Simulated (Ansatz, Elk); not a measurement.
**How far do independent atoms describe MoAs3PPt?**

The structure of MoAs3PPt used here is made up (a known structure type with other elements) and was relaxed beforehand with PBE. The aim is the Fourier transform of its all-electron density, F(hkl), set beside the sum over free spherical atoms that refinements use.

Calculated with Elk 11.2.3 (patched build); DFT, PBE, all-electron APW+lo, Dirac cores, scalar-relativistic bands, static density, no spin.

The structure was built from a prototype and need not be the compound's stable phase.

## (1) The starting structure

The structure is monoclinic, space group Cm (No. 8). Conventional cell: a = 8.474 Å, b = 3.915 Å, c = 7.555 Å, α = 90.00°, β = 122.79°, γ = 90.00°. Pt has 2 P at 2.42 Å and 4 As at 2.52 to 2.78 Å nearest. Nearest to Mo lie 1 P at 2.52 Å and 7 As at 2.55 to 2.79 Å. As has 1 P at 2.36 Å and 1 Pt at 2.52 Å and 2 Mo at 2.59 Å nearest. Nearest to As lie 3 Pt at 2.73 to 2.78 Å and 2 Mo at 2.79 Å. Nearest to As lie 3 Mo at 2.55 to 2.61 Å. Nearest to P lie 1 As at 2.36 Å and 2 Pt at 2.42 Å and 1 Mo at 2.52 Å. Farther neighbours are not listed.

## (2) Ground state and structure factors

An all-electron density is needed, since X-rays see the cores too. Task 0 finds the density and task 195 Fourier-transforms it; tshift is off so that phases refer to the origin typed.

elk.in

```
tasks
  0
  195

xctype
  20

spinpol
  .false.

rgkmax
  7.0

gmaxvr
  14.0

lmaxo
  7

lmaxapw
  8

swidth
  0.002

tshift
  .false.

ramdisk
  .false.

hmaxvr
  5.5

maxscl
  120

epspot
  1e-06

sppath
  './'

avec
  8.00003433212 -3.69940551348 -0.32272739320
  8.00003433212 3.69940551348 -0.32272739320
  -7.24106300718 0.00000000000 12.30503775051

atoms
  4
  'Pt.in'
  1
  0.1733154462 0.1733154462 0.2438550412   0.000000 0.000000 0.000000
  'Mo.in'
  1
  0.8572306952 0.8572306952 0.8007267688   0.000000 0.000000 0.000000
  'As.in'
  3
  0.1510558478 0.1510558478 0.5633300581   0.000000 0.000000 0.000000
  0.4065274478 0.4065274478 0.0899761855   0.000000 0.000000 0.000000
  0.5821120058 0.5821120058 0.8503789037   0.000000 0.000000 0.000000
  'P.in'
  1
  0.8320585572 0.8320585572 0.4532330427   0.000000 0.000000 0.000000

ngridk
  7 7 4
```

Run with:

```
OMP_NUM_THREADS=4 elk
```

Numbers of over 12 decimals in the logs are rounded to 6 here.

The log of the run:

```text
┌─────────────────────────┐
│ Elk code version 11.2.3 │
└─────────────────────────┘

All units are atomic (Hartree, Bohr, etc.)

┌─────────────────────────────────────────────────┐
│ Ground-state run starting from atomic densities │
└─────────────────────────────────────────────────┘

Lattice vectors :
   8.000034332      -3.699405513     -0.3227273932
   8.000034332       3.699405513     -0.3227273932
  -7.241063007       0.000000000       12.30503775

Reciprocal lattice vectors :
  0.4022463429     -0.8492155408      0.2367072066
  0.4022463429      0.8492155408      0.2367072066
  0.2109963680E-01  0.7248344695E-18  0.5230352996

Unit cell volume      :    711.0541147
Brillouin zone volume :   0.3488485733

Muffin-tin inner radius fraction :   0.1000000000E-01

Nuclei treated as point charges

Species : 1 (Pt)
 parameters loaded from : Pt.in
 name : platinum
 nuclear charge    :   -78.00000000
 electronic charge :    78.00000000
 atomic mass :    355605.4401
 muffin-tin radius :    2.419496503
 number of radial points in muffin-tin :   1393
 inner part over the whole radius :   0.9894512312E-02
 number on inner part of muffin-tin    :    996
 approximate nuclear radius :   0.1029052813E-03
 number of mesh points to nuclear radius :    527
 atomic positions (lattice), magnetic fields (Cartesian) :
  1 :   0.17331545  0.17331545  0.24385504    0.00000000  0.00000000  0.00000000

Species : 2 (Mo)
 parameters loaded from : Mo.in
 name : molybdenum
 nuclear charge    :   -42.00000000
 electronic charge :    42.00000000
 atomic mass :    174887.9214
 muffin-tin radius :    2.600000000
 number of radial points in muffin-tin :   1193
 inner part over the whole radius :   0.9897744308E-02
 number on inner part of muffin-tin    :    848
 approximate nuclear radius :   0.8334154960E-04
 number of mesh points to nuclear radius :    419
 atomic positions (lattice), magnetic fields (Cartesian) :
  1 :   0.85723070  0.85723070  0.80072677    0.00000000  0.00000000  0.00000000

Species : 3 (As)
 parameters loaded from : As.in
 name : arsenic
 nuclear charge    :   -33.00000000
 electronic charge :    33.00000000
 atomic mass :    136573.7220
 muffin-tin radius :    2.175577359
 number of radial points in muffin-tin :    993
 inner part over the whole radius :   0.9991319101E-02
 number on inner part of muffin-tin    :    701
 approximate nuclear radius :   0.7712558785E-04
 number of mesh points to nuclear radius :    343
 atomic positions (lattice), magnetic fields (Cartesian) :
  1 :   0.15105585  0.15105585  0.56333006    0.00000000  0.00000000  0.00000000
  2 :   0.40652745  0.40652745  0.08997619    0.00000000  0.00000000  0.00000000
  3 :   0.58211201  0.58211201  0.85037890    0.00000000  0.00000000  0.00000000

Species : 4 (P)
 parameters loaded from : P.in
 name : phosphorus
 nuclear charge    :   -15.00000000
 electronic charge :    15.00000000
 atomic mass :    56461.71230
 muffin-tin radius :    2.097134859
 number of radial points in muffin-tin :    793
 inner part over the whole radius :   0.9939882953E-02
 number on inner part of muffin-tin    :    553
 approximate nuclear radius :   0.6081821256E-04
 number of mesh points to nuclear radius :    249
 atomic positions (lattice), magnetic fields (Cartesian) :
  1 :   0.83205856  0.83205856  0.45323304    0.00000000  0.00000000  0.00000000

Total number of atoms per unit cell :    6
Total muffin-tin volume :    300.9842877
 ratio of muffin-tin to unit cell volume :   0.4232930820

Spin treatment :
 spin-unpolarised

Number of Bravais lattice symmetries :    4
Number of crystal symmetries         :    2
Crystal has no inversion symmetry
Complex Hermitian eigensolver will be used

k-point grid :      7     7     4
k-point offset :    0.000000000       0.000000000       0.000000000
k-point set is reduced with full crystal symmetry group
Total number of k-points :      112

Muffin-tin radius times maximum |G+k| :    7.000000000
 using average radius
[...]
Estimated indirect band gap :   0.4934975155E-03
 from k-point 71 to k-point 46
Estimated direct band gap   :   0.2014726879E-01
 at k-point 45

Charges :
 core                        :    140.0000000
 valence                     :    94.00000000
 interstitial                :    12.31761086
 muffin-tins (core leakage)
  species : 1 (Pt)
[...]
species : 2 (Mo)
[...]
species : 3 (As)
[...]
species : 4 (P)
[...]
total in muffin-tins        :    221.6823891
 total calculated charge     :    233.9957622
 total charge                :    234.0000000
 error                       :   0.4237805099E-02

RMS change in Kohn-Sham potential (target) :   0.3123566824     (  0.1000000000E-05)
Absolute change in total energy (target)   :   0.6834445986     (  0.1000000000E-03)

[... loops 3 to 17 left out ...]

┌──────────────────┐
│ Loop number : 18 │
└──────────────────┘

Energies :
 Fermi                       :     0.345552
 sum of occupied eigenvalues :     -17835.518679001
 electron kinetic            :      32587.431778740
 core electron kinetic       :      31113.243560081
 Coulomb                     :     -61453.018697638
 Coulomb potential           :     -49436.340890924
 nuclear-nuclear             :     -2932.8694054282
 electron-nuclear            :     -67664.144359516
 Hartree                     :      9143.9950673061
 Madelung                    :     -36734.848252176
 xc potential                :     -986.60956681651
 exchange                    :     -743.60658599963
 correlation                 :     -12.508405294856
 electron entropic           :    -0.69542718465610E-03
 total energy                :     -29621.702605620

Density of states at Fermi energy :    52.42885117
 (states/Hartree/unit cell)

Estimated indirect band gap :   0.7800129555E-03
 from k-point 94 to k-point 99
Estimated direct band gap   :   0.1480737493E-01
 at k-point 73

Charges :
 core                        :    140.0000000
 valence                     :    94.00000000
 interstitial                :    11.62083242
 muffin-tins (core leakage)
  species : 1 (Pt)
[...]
species : 2 (Mo)
[...]
species : 3 (As)
[...]
species : 4 (P)
[...]
total in muffin-tins        :    222.3791676
 total calculated charge     :    233.9959850
 total charge                :    234.0000000
 error                       :   0.4015000355E-02

RMS change in Kohn-Sham potential (target) :   0.8612973529E-06 (  0.1000000000E-05)
Absolute change in total energy (target)   :   0.3372539504E-04 (  0.1000000000E-03)

Convergence targets achieved

┌──────────────────┐
│ Loop number : 19 │
└──────────────────┘

Energies :
 Fermi                       :     0.345552
 sum of occupied eigenvalues :     -17835.518631311
 electron kinetic            :      32587.431817083
 core electron kinetic       :      31113.243575821
 Coulomb                     :     -61453.018706870
 Coulomb potential           :     -49436.340867706
 nuclear-nuclear             :     -2932.8694054282
 electron-nuclear            :     -67664.144398730
 Hartree                     :      9143.9950972880
 Madelung                    :     -36734.848273018
 xc potential                :     -986.60958068763
 exchange                    :     -743.60658598860
 correlation                 :     -12.508405285131
 electron entropic           :    -0.69542745760601E-03
 total energy                :     -29621.702576489

Density of states at Fermi energy :    52.42886406
 (states/Hartree/unit cell)

Estimated indirect band gap :   0.7799564059E-03
 from k-point 94 to k-point 99
Estimated direct band gap   :   0.1480735041E-01
 at k-point 73

Charges :
 core                        :    140.0000000
 valence                     :    94.00000000
 interstitial                :    11.62083219
 muffin-tins (core leakage)
  species : 1 (Pt)
[...]
species : 2 (Mo)
[...]
species : 3 (As)
[...]
atom 2                    :    30.74684717     (  0.5512561227E-03)
   atom 3                    :    30.83413727     (  0.5560748942E-03)
  species : 4 (P)
   atom 1                    :    13.02526537     (  0.5609782074E-03)
 total in muffin-tins        :    222.3791678
 total calculated charge     :    233.9959850
 total charge                :    234.0000000
 error                       :   0.4015000527E-02

┌──────────────────────────────┐
│ Self-consistent loop stopped │
└──────────────────────────────┘

Warning : core states of species 1 leak from the muffin-tin :   0.1133369096E-02

Warning : core states of species 3 leak from the muffin-tin :   0.5579243311E-03

Warning : core states of species 4 leak from the muffin-tin :   0.5609782074E-03

Wrote STATE.OUT
```

The job ended after 3.3 min (4 threads of Intel Xeon Platinum 8488C (Sapphire Rapids), shared host; peak memory 0.3 GiB; 12 min of CPU time).

SFACRHO.OUT:

```text

h k l indices transformed by vhmat matrix:
   1.000000000       0.000000000       0.000000000    
   0.000000000       1.000000000       0.000000000    
   0.000000000       0.000000000       1.000000000    

      h      k      l  multipl.   |H|            Re(F)            Im(F)           |F|

      0      0      0      1   0.0000000       234.00000      0.73710776E-18   234.00000    
      0      0     -1      1  0.52346071       18.246356      -20.827958       27.689951    
      0      0      1      1  0.52346071       18.246356       20.827958       27.689951    
     -1     -1      1      1  0.78496299       74.771379      -5.0078960       74.938896    
      1      1     -1      1  0.78496299       74.771379       5.0078960       74.938896    
     -1     -1      0      1  0.93345042      -38.164177      -37.912538       53.794655    
      1      1      0      1  0.93345042      -38.164177       37.912538       53.794655    
      1      1     -2      1  0.95342874       38.584126      -32.256854       50.291544    
     -1     -1      2      1  0.95342874       38.584126       32.256854       50.291544    
      0     -1      0      2  0.96901984       29.077206      -48.978499       56.959435    
      1      0      0      2  0.96901984       29.077206       48.978499       56.959435    
     -1      0      1      2  0.97387043       49.767956       26.776079       56.513785    
      1      0     -1      2  0.97387043       49.767956      -26.776079       56.513785    
      0      0     -2      1   1.0469214      -65.343416       3.3937435       65.431487    
      0      0      2      1   1.0469214      -65.343416      -3.3937435       65.431487    
     -1      0     -1      2   1.2155647      -137.08662      -1.1404542       137.09136    
      0      1      1      2   1.2155647      -137.08662       1.1404542       137.09136    
      0      1     -2      2   1.2271390       32.043029      -20.568911       38.076710
```

Elk indexes on the primitive cell of elk.in and gives |H| = 4π sin θ/λ in inverse bohr. Below, one row stands for each form hkl of the conventional cell (m members, Friedel mates merged), F is for one primitive cell and the density is static (no thermal factor). Free-atom factors are Waasmaier and Kirfel's, and R is Σm||F|−|F'||/Σm|F|.

| hkl | m | sin θ/λ (Å⁻¹) | abs F, DFT | neutral atoms | diff. | abs of complex diff. |
| --- | --- | --- | --- | --- | --- | --- |
| 001 | 2 | 0.079 | 27.690 | 27.806 | -0.116 | 0.139 |
| 2 0 -1 | 2 | 0.118 | 74.939 | 74.981 | -0.042 | 0.047 |
| 200 | 2 | 0.140 | 53.795 | 53.867 | -0.073 | 0.102 |
| 2 0 -2 | 2 | 0.143 | 50.292 | 50.453 | -0.161 | 0.186 |
| 110 | 4 | 0.146 | 56.959 | 57.093 | -0.134 | 0.140 |
| 1 1 -1 | 4 | 0.146 | 56.514 | 56.810 | -0.297 | 0.317 |
| 002 | 2 | 0.157 | 65.431 | 65.644 | -0.212 | 0.212 |
| 111 | 4 | 0.183 | 137.092 | 137.119 | -0.027 | 0.129 |
| 1 1 -2 | 4 | 0.184 | 38.077 | 37.926 | +0.150 | 0.150 |
| 201 | 2 | 0.195 | 66.299 | 66.584 | -0.285 | 0.532 |
| 2 0 -3 | 2 | 0.199 | 138.553 | 138.524 | +0.029 | 0.050 |
| 3 1 -1 | 4 | 0.221 | 64.090 | 64.052 | +0.038 | 0.080 |
| 3 1 -2 | 4 | 0.223 | 128.501 | 129.120 | -0.620 | 0.633 |
| 4 0 -2 | 2 | 0.236 | 52.437 | 52.329 | +0.107 | 0.107 |
| 003 | 2 | 0.236 | 86.496 | 86.781 | -0.285 | 0.312 |
| 112 | 4 | 0.241 | 96.081 | 96.635 | -0.554 | 0.554 |
| 1 1 -3 | 4 | 0.243 | 101.942 | 102.452 | -0.511 | 0.554 |
| 310 | 4 | 0.246 | 118.983 | 119.558 | -0.574 | 0.579 |

(Continued in part 2 of 2.)

[Logs are printed without paths, hosts, clocks, repeated set-up lines and the standing remarks that a program may print on its own settings, such as how far it seeks lower states.]

[Hosts, paths, dates, database ids (printed as entryN), source tags and the programs' standing remarks are cut or masked in the printed files.]
